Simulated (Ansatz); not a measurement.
# The potential step between two gates: arsenene bilayer, AB

Two oppositely charged gates put a neutral stack in a displacement field D. The voltage between them is D/ε₀ times an electrical distance, shorter than the real one because the stack screens.

Set-up. Ansatz 0.2.0, plane waves with PAW datasets (its set soft_2), PBE-D3(BJ); isolated slab, charged sheets 5 Å from the outer atoms behind model barriers, atoms held. Voltages count from the uncharged case.

```tsv
run	D/ε₀ (V/nm)	step in an electron's potential, upper less lower gate (eV)
run 1	−1.810	−1.378
run 2	0.000	0.000
run 3	0.905	0.689
run 4	1.810	1.378
run 5	2.714	2.067
run 6	3.619	?
```

Q: Estimate the withheld value from the rows shown.

A least-squares line through the 5 rows shown has slope 0.7615 and intercept 0.0000; no row lies more than 0.001 eV off it. The size of the slope, 0.762 nm, is the electrical distance; the sheets are 1.492 nm apart, and screening reaches beyond the outer atoms. At 3.619 it gives 0.7615 × 3.619 + 0.0000 = 2.756 eV, beyond the rows fitted. Rounding and scatter of the rows alone allow about ±0.001 eV there.

The run itself gives 2.755 eV: a miss of −0.001 eV, or 0.0 % of the value. Screening stays linear to within 1 % over this range.

**Limits.** The gates are model sheets, not atoms.

[Logs are printed without paths, hosts, clocks, repeated set-up lines and the standing remarks that a program may print on its own settings, such as how far it seeks lower states.]
